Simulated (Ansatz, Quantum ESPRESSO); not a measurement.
# LiH (Fm-3m): Raman and infrared activity, part 3 of 3

Wanted: vibrational spectra of LiH (Fm-3m) from linear and non-linear response.

Quantum ESPRESSO 8.0 development, patched; DFT LDA, scalar-relativistic, plane waves, PseudoDojo norm-conserving pseudopotentials.

So far. Step 6 (Modes with the sum rule): The rule moves no optical mode by more than 0.1 cm⁻¹. Step 8 (Modes along a direction of q (1 0 0)): The field moves one mode, from 646 to 1094 cm⁻¹; the others stay.

The database entry behind the starting cell differs from later determinations by our own check (the deuteride, about 0.2 % short), so it need not match the best structure at ambient conditions.

### Step 9. A second program

A second program on the same cell, potentials, cutoff and meshes tests the implementation of the phonon response, not its convergence. Its field response is summed in its own way. Its k mesh is centred on Γ.

This step: DFT LDA, scalar-relativistic, plane waves, PseudoDojo norm-conserving pseudopotentials (Ansatz 0.2.0).

input.yaml reads:

```yaml
crystal:
  lattice:
    - [-1.9548088064, 0.0, 1.9548088064]
    - [0.0, 1.9548088064, 1.9548088064]
    - [-1.9548088064, 1.9548088064, 0.0]
  atoms:
    - { symbol: Li, position: [0.0, 0.0, 0.0] }
    - { symbol: H, position: [0.5, 0.5, 0.5] }
kpoints:
  mp_grid: { grid: [8, 8, 8] }
hamiltonian:
  xc: lda
  pseudopotentials: { kind: nc, accuracy: standard }
scf:
  occupations: { method: fixed }
output:
  eigenvalues: true
basis:
  ecutwfc: 1006.821
phonons:
  method: dfpt
  dielectric: true
  rigid_motions: translations
  raman: true
```

The run is started by

```sh
> ansatz run input.yaml --threads 2 --pin off --max-ram 4096MiB --backend cpu --events-out ev --progress --plain --runs-dir out
```

The log of the run:

```text
Warning: basis.ecutwfc = 1006.821 eV is below the records' recommended 1006.821291 eV, and the density's cutoff is lower with it unless basis.ecutrho_ratio is high enough to keep the records' density cutoff: compare with a run at a higher cutoff
Engine: ansatz 0.2.0, x86_64-unknown-linux-gnu
Pseudopotentials: kind: nc
Pseudopotential: Li, nc, valence charge 3, recommended cutoff 1006.821291 eV (normal), Li.nc.azcp (PseudoDojo's, or run here from an input of PseudoDojo's; its table is named by hamiltonian.pseudopotentials.accuracy)
Pseudopotential: H, nc, valence charge 1, recommended cutoff 1006.821291 eV (normal), H.nc.azcp (PseudoDojo's, or run here from an input of PseudoDojo's; its table is named by hamiltonian.pseudopotentials.accuracy)
Functional definition: SPW92
  exchange = slater_x
  correlation = pw_c
Crystal: 2 atoms, lattice volume = 14.940 Å³
Basis set: ecut = 1006.821 eV, 1067 PW (Γ), exchange–correlation on 60×60×60 points (8 copies of the dense FFT grid, shifted against one another)
Bands: 6, of which v1, the nominal top of the filled ones, is band 2 counted from 1 (1 counted from 0)
Symmetry: 48 space group operations
k-points: 59 of 512 (irreducible under 8 space group operations, time reversal used)
Non-local potential: Li, projectors of the file, l = 0: 2, l = 1: 2
Non-local potential: H, projectors of the file, l = 0: 2, l = 1: 1
Initial density: superposition of atomic densities (chi_scale 0.1, normalization cell, long waves kept (reshape's long-wave potential 0.00 eV rms))
Initial wavefunctions: pseudopotential atomic-orbital guess
Functional: x = slater, c = lda
SCF iter   1: F=—  HF=-210.394797 eV  |F-HF|=—  |Δ(HF+E_count)|=         —  Δρ=6.35e-2  dr2=5.18e-1  ethr=3.10e-3  ⟨swp⟩=4.0  Hψ=2825  notcnv=0  defer=6
preconditioner: auto → none  [insulator: Δε(μ)=3.339 eV  Ē_g=15.040 eV  n_scr=0 (ndim 8)  ℏωp=13.6 eV  f_vac=0.000  ε∞_Penn≈1.8]
SCF iter   2: F=—  HF=-210.225066 eV  |F-HF|=—  |Δ(HF+E_count)|=   1.70e-1  Δρ=1.91e-2  dr2=5.09e-2  ethr=3.10e-3  ⟨swp⟩=1.9  Hψ=926  notcnv=0  defer=100
SCF iter   3: F=—  HF=-210.207783 eV  |F-HF|=—  |Δ(HF+E_count)|=   1.73e-2  Δρ=1.48e-3  dr2=1.08e-4  ethr=1.27e-3  ⟨swp⟩=2.5  Hψ=491  notcnv=0  defer=100
SCF iter   4: F=—  HF=-210.207854 eV  |F-HF|=—  |Δ(HF+E_count)|=   7.07e-5  Δρ=8.18e-5  dr2=9.72e-7  ethr=2.70e-6  ⟨swp⟩=2.1  Hψ=514  notcnv=0  defer=108
SCF iter   5: F=—  HF=-210.207852 eV  |F-HF|=—  |Δ(HF+E_count)|=   1.38e-6  Δρ=1.34e-6  dr2=8.68e-11  ethr=2.50e-12  ⟨swp⟩=6.8  Hψ=2178  notcnv=0
SCF iter   6: F=-210.207852 eV  HF=-210.207852 eV  |F-HF|=9.09e-13  |Δ(HF+E_count)|=  5.25e-11  Δρ=1.96e-7  dr2=1.44e-12  ethr=2.17e-12  ⟨swp⟩=3.0  Hψ=1186  notcnv=0
SCF 1 converged in 6 iterations: F = -210.207852 eV  dr2 = 1.44e-12
DFPT response loops at Γ: preconditioner auto → none (the input reference at scf.mixing.eps_inf says where Resta's filter doesn't serve); β = 0.50; Broyden in place of MSR1
── the response to a field inside a basis, on 14×14×14 k-points: an SCF that follows is theirs, and a resumed run solves both again ──
Bands: 3, of which v1, the nominal top of the filled ones, is band 2 counted from 1 (1 counted from 0)
k-points: 280
Initial density: handed on by an earlier stage of this run
Initial wavefunctions: pseudopotential atomic-orbital guess (no wavefunctions were taken with the density)
Eigensolver: Dense (280 Hₖ)
SCF iter   1: F=—  HF=-210.208019 eV  |F-HF|=—  |Δ(HF+E_count)|=         —  Δρ=8.99e-5  dr2=3.80e-7  ethr=1.00e-1
preconditioner: auto → none  [insulator: Δε(μ)=2.583 eV  Ē_g=9.307 eV  n_scr=0 (ndim 8)  ℏωp=13.6 eV  f_vac=0.000  ε∞_Penn≈3.1]
SCF iter   2: F=—  HF=-210.208019 eV  |F-HF|=—  |Δ(HF+E_count)|=   3.85e-8  Δρ=4.13e-5  dr2=4.66e-8  ethr=9.50e-9
SCF iter   3: F=—  HF=-210.208019 eV  |F-HF|=—  |Δ(HF+E_count)|=   1.18e-8  Δρ=7.51e-6  dr2=6.19e-10  ethr=1.16e-9
SCF iter   4: F=-210.208019 eV  HF=-210.208019 eV  |F-HF|=1.14e-13  |Δ(HF+E_count)|=  8.28e-10  Δρ=5.15e-8  dr2=4.36e-14  ethr=1.55e-11
SCF 1 converged in 4 iterations: F = -210.208019 eV  dr2 = 4.36e-14
DFPT response loops at Γ: mixed as the last ones told, above
DFPT response loops at Γ: mixed as the last ones told, above
WARN: field response: ε∞ stands inside a basis, on 14×14×14 points; the force constants stand on the 8×8×8 k-mesh, whose period is 10.97 times the interband length at k = (0.0000, -0.5000, -0.5000), direct gap 2.544 eV, under 14: take them and everything formed from them as unconverged, and compare with a denser kpoints.mp_grid
SCF converged after 6 iterations
Free energy (F): -210.207852 eV
Harris-Foulkes:  -210.207852 eV  (|F-HF|=9.09e-13)
Internal energy: -210.207852 eV  (E = F + TS)
E sigma→0 (E₀):  -210.207852 eV
Fermi energy:    1.040122 eV
--- Per-component energies (eV) ---
  E_band       = -87.749794
  E_kinetic    = 155.564004
  E_local      = -133.793143  (includes V_loc(G=0)·N_el)
  E_nonlocal   = -124.715312
  E_hartree    = 42.556117
  E_xc         = -53.345315
  E_vxc        = -69.917586  (∫ρ·V_xc dr)
  E_ewald      = -96.474203
  E_smearing   = -0.000000  (= −TS)
  E_closure    = -0.000000  (closes the sum)
  Σ components = -210.207852   (vs F -210.207852, Δ=0.00e0)
--- Band table (eV; the first three rows and the last of 59) ---
  k-point 0: bands = ["-42.3562", "-4.7977", "18.1653", "19.2071", "19.2071", "19.2071"]
  k-point 1: bands = ["-42.3461", "-4.5210", "15.3686", "18.2421", "18.6294", "18.6294"]
  k-point 2: bands = ["-42.3216", "-3.7243", "10.8983", "16.7271", "17.8911", "17.8911"]
  k-point 58: bands = ["-42.2661", "1.0401", "3.5841", "11.7980", "11.7980", "15.1781"]
--- Phonons (Γ-DFPT): 2 representative perturbations + reference, on 59 of 512 k-points (Σ response iterations 6) ---
  k mesh reduced under 8 symmetry operations, with k and −k counted as one. Each operation leaves every solved perturbation unchanged. A smaller set is not considered because the run solves the response to a homogeneous field
  ASR residual: 1.011e-4 → 0.000e0 eV/Å²; symmetrization residual: 6.647e-8 eV/Å²
  ASR residual per site (eV/Å²): 1.01e-4 3.68e-5
  Γ frequencies (cm⁻¹): 0.00 0.00 0.00 645.97 645.97 645.97
  ε∞ (high-frequency dielectric tensor):
        4.981915     0.000000     0.000000
        0.000000     4.981915    -0.000000
        0.000000    -0.000000     4.981915
  ε⁰ (static dielectric tensor: ions relaxed, cell fixed):
       14.416251    -0.000000    -0.000000
       -0.000000    14.416251    -0.000000
       -0.000000    -0.000000    14.416251
  ε⁰ − ε∞ (ionic part):
        9.434336    -0.000000    -0.000000
       -0.000000     9.434336    -0.000000
       -0.000000    -0.000000     9.434336
  softest optical mode at Γ: 645.97 cm⁻¹; the repairs (sum rule, projections) moved no ω² at Γ by more than (3.17 cm⁻¹)²
  Born effective charges Z* (e; rows j = field, columns β = displacement):
    site 0:
         1.02567    0.00000   -0.00000
        -0.00000    1.02567    0.00000
         0.00000   -0.00000    1.02567
    site 1:
        -1.02567   -0.00000    0.00000
         0.00000   -1.02567   -0.00000
        -0.00000    0.00000   -1.02567
  Z* charge neutrality: 8.137e-5 e pre-enforcement
  solved inside a basis spanned on kpoints, on 14×14×14 k-points transformed towards the longest dipole: ε∞ is read to err by 2.0e-2, Z* by 1.0e-2 e (field_mesh: kpoints solves on kpoints); Z* is corrected for what the basis lacks
  Raman tensors (in the event stream and the table raman_tensors.tsv): an entry may err by 2.7e-4 Å², one of the second-order susceptibility by 9.6e-20 pm/V (basis, points and sum rule); their sum over the sites missed zero by 2.347e-21 Å² ahead of its enforcement
  optical modes at Γ without the LO–TO term, one row a degenerate level:
      ω (cm⁻¹)  modes    IR ((D/Å)²/amu)  static Raman (Å⁴/amu)  depolarisation
        645.97      3            82.7250                 0.0000               —
  optical modes at Γ + LO–TO along q̂ = [1.0000, 0.0000, 0.0000]:
      ω (cm⁻¹)  modes    IR ((D/Å)²/amu)  static Raman (Å⁴/amu)  depolarisation
        645.97      2            55.1500                 0.0000               —
       1098.85      1            27.5750                 0.0000               —
  optical modes at Γ + LO–TO along q̂ = [0.0000, 1.0000, 0.0000]:
      ω (cm⁻¹)  modes    IR ((D/Å)²/amu)  static Raman (Å⁴/amu)  depolarisation
        645.97      2            55.1500                 0.0000               —
       1098.85      1            27.5750                 0.0000               —
  optical modes at Γ + LO–TO along q̂ = [0.0000, 0.0000, 1.0000]:
      ω (cm⁻¹)  modes    IR ((D/Å)²/amu)  static Raman (Å⁴/amu)  depolarisation
        645.97      2            55.1500                 0.0000               —
       1098.85      1            27.5750                 0.0000               —
```

Run time: 28 s. Hardware: 2 threads of Intel Xeon Platinum 8488C (Sapphire Rapids), shared host; peak memory 0.56 GiB; 54 s of CPU time.

Read from the output:

```
sum-rule residual before enforcement             : 1.01e-4 eV/Å²
miss of the charge sum rule                      : 8.14e-5 e
estimated error of the dielectric tensor         : 0.01964
estimated error of the Born charges              : 0.01002 e
mean high-frequency dielectric constant          : 4.982
largest Born charge in size (third of the trace) : 1.026 e
mean static dielectric constant                  : 14.42
highest mode moved by the LO-TO term             : 1099 cm⁻¹
```

Transverse modes. Infrared lines, with heights relative to the strongest:

```tsv
position (cm⁻¹)	label	IR intensity ((D/Å)²/amu), degenerate modes summed, relative
646	T1u	100
```

The log warns that the force constants on this k mesh are to be taken as unconverged.

### Step 10. The two compared: QE PseudoDojo and Ansatz, PseudoDojo

Worked out from the results:

* root-mean-square difference: 0.06 cm⁻¹
* largest difference: 0.06 cm⁻¹

Frequencies side by side, by row:

```tsv
q (reciprocal lattice)	mode	QE PseudoDojo (cm⁻¹)	Ansatz, PseudoDojo (cm⁻¹)
0 0 0	1	0	0
0 0 0	2	0	0
0 0 0	3	0	0
0 0 0	4	646	646
0 0 0	5	646	646
0 0 0	6	646	646
```

The two runs side by side. Further quantities:

```tsv
quantity	QE PseudoDojo	Ansatz, PseudoDojo
mean ε∞	5.196	4.982
largest Born charge in size (e; the first before, the second after the charge sum rule)	1.045	1.026
summed IR intensity ((D/Å)²/amu)	85.14	82.72
```

At the zone centre the largest difference (acoustic modes at Γ apart) is 0.009 % of the highest mode; ε∞ differs by 4.3 %.

### Step 11. Summary of results

| Property | Result |
| --- | --- |
| space group after relaxation | Fm-3m |
| volume per atom | 7.47 Å³ |
| gap on the k-mesh | 2.54 eV |
| highest optical zone-centre mode (no LO-TO term) | 646.0 cm⁻¹ |
| highest mode moved by the LO-TO term (probably not converged in the k mesh) | 1094 cm⁻¹ |
| mean high-frequency dielectric constant (probably not converged in the k mesh) | 5.20 |
| largest Born charge in size (third of the trace) (probably not converged in the k mesh) | 1.05 e |
| mean static dielectric constant (probably not converged in the k mesh) | 14.9 |
| imaginary optical modes at the zone centre (no q mesh in this session) | none |
| largest difference from Ansatz, PseudoDojo | 0.06 cm⁻¹ |

In words: No mode is Raman active in this structure; the strongest infrared line lies at 646 cm⁻¹. At the LDA level the optical modes of LiH (Fm-3m) at the zone centre (no LO-TO term) lie at 646 cm⁻¹. Along the directions run, the highest mode that the macroscopic field moves lies at 1094 cm⁻¹. Lattice motion raises the mean dielectric constant from 5.196 to 14.90. ε∞, the Born charges and what follows from them are probably not converged in the k mesh. The Lyddane-Sachs-Teller relation holds: (ωLO/ωTO)² is 2.87 and ε₀/ε∞ is 2.87. QE PseudoDojo and Ansatz, PseudoDojo agree to 0.06 cm⁻¹ (0.009 % of the highest mode compared) on all solved modes but the acoustic ones at Γ, without the LO-TO term. The highest LO mode, which hangs on the field response, is 1094 against 1099 cm⁻¹. The mean ε∞ is 5.196 against 4.982: the first is summed on the ground state's k mesh, while Ansatz refines the mesh of its field response. These are harmonic frequencies at zero temperature: anharmonic shifts and linewidths and thermal expansion are left out. Ansatz's log warns that force constants on this k mesh are to be taken as unconverged, an error that the frequencies of both programs share. The build is a development version in which the Raman tensors of release 7.5 are mended; dynmat.x leaves out the electro-optic term of LO lines.

[Host names and launcher messages were left out of these logs when they were recorded.]

[Logs are printed without paths, hosts, clocks, repeated set-up lines and the standing remarks that a program may print on its own settings, such as how far it seeks lower states.]

[Hosts, paths, dates, database ids (printed as entryN), source tags and the programs' standing remarks are cut or masked in the printed files.]
